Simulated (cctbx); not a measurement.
# What is wrong with this refinement?

Cell a = 4.6150 Å, b = 11.7290 Å, c = 14.9410 Å, α = 90.00°, β = 90.00°, γ = 90.00°; space group Cmcm (no. 63). The compound is Lu3Co2Pb3.

Simulated single-crystal data (cctbx): Cu Kα, λ = 1.54184 Å, to d = 0.83 Å, 80 % of the full sphere, strongest reflection 70000 counts, noise from counting, a 1.5 % proportional error and a noise floor of 2 counts (s.d.); no absorption.

An anisotropic refinement with weights 1/σ² prints:

```text
Rint 0.017, 438 unique reflections to 0.83 A
cycle     R1     wR2    GooF  max shift (A)
   1  0.1805  0.4604  33.918   0.01678
   3  0.0631  0.2062  15.187   0.00000
final R1 0.0631 wR2 0.2062 GooF 15.187  parameters 26  data/parameter 16.8
atom        x        y        z      Ueq    occ   su(xyz)  su(Uiso or U11)
Pb1    0.00000  0.33505  0.75000   0.0082  1.000  0.00026  0.0016
Lu1    0.50000  0.11665  0.95515  -0.0093  1.000  0.00017  0.0011  NPD
Pb2    0.50000  0.14290  0.75000   0.0187  1.000  0.00034  0.0020
Lu2    0.50000  0.42353  0.88297   0.0087  1.000  0.00025  0.0016
Co1    0.50000  0.28725  0.41510   0.0068  1.000  0.00080  0.0046
difference map: max 14.67 min -7.94 rms 1.40
Q1    0.0000  0.3694  0.0496    8   14.72  0.18 A from Lu1
Q2    0.0000  0.3595  0.7500    4    9.11  0.29 A from Pb1
Q3    0.0000  0.0792  0.1002    8    7.08  0.25 A from Lu2
Q4    0.0000  0.1856  0.5643    8    3.53  0.44 A from Co1
Q5    0.0000  0.1096  0.2500    4    3.24  2.02 A from Lu2
Q6    0.0000  0.3767  0.1743    8    2.82  1.15 A from Pb2
```

Q: Accept it or mend it, and why?

Mend it. The fault: elements exchanged: Pb2 is Lu and Lu1 is Pb. Against the right model at the same level, R1 goes from 0.0054 to 0.0631 and GooF from 0.88 to 15.19, U of Lu1 shrinks from 0.0049 to -0.0093 Å², U of Pb2 swells from 0.0058 to 0.0187 Å², the top difference peak, 14.7 e/Å³, lies on Lu1 and Lu1 goes non-positive-definite. Pb2 has 11 electrons too many and its U swells to shed them, as expected; Lu1 has 11 electrons too few and its U shrinks to make up, as expected.

The compound is Lu3Co2Pb3. The right model at the same level gives:

```text
Rint 0.017, 438 unique reflections to 0.83 A
cycle     R1     wR2    GooF  max shift (A)
   1  0.0113  0.0281   2.072   0.00067
   2  0.0054  0.0119   0.878   0.00000
final R1 0.0054 wR2 0.0119 GooF 0.878  parameters 26  data/parameter 16.8
atom        x        y        z      Ueq    occ   su(xyz)  su(Uiso or U11)
Pb1    0.00000  0.33556  0.75000   0.0084  1.000  0.00002  0.0001
Pb2    0.50000  0.11690  0.95509   0.0049  1.000  0.00001  0.0001
Lu1    0.50000  0.14210  0.75000   0.0058  1.000  0.00002  0.0001
Lu2    0.50000  0.42329  0.88372   0.0094  1.000  0.00001  0.0001
Co1    0.50000  0.28830  0.41578   0.0099  1.000  0.00005  0.0003
difference map: max 0.44 min -0.49 rms 0.11
Q1    0.0000  0.4696  0.6409    8    0.45  2.25 A from Pb2
Q2    0.0000  0.4696  0.1999    8    0.38  1.51 A from Lu1
Q3    0.0000  0.3884  0.6615    8    0.36  1.46 A from Pb1
Q4    0.0000  0.4065  0.2500    4    0.35  0.57 A from Lu1
Q5    0.0000  0.2764  0.0788    8    0.35  1.35 A from Pb2
Q6    0.0000  0.0821  0.6392    8    0.35  1.73 A from Co1
```

The model is made up (kin elements in a known structure type, no relaxation), so it says nothing on whether the phase exists.

[Middle refinement cycles are left out of these outputs.]

[Logs are printed without paths, hosts, clocks, repeated set-up lines and the standing remarks that a program may print on its own settings, such as how far it seeks lower states.]
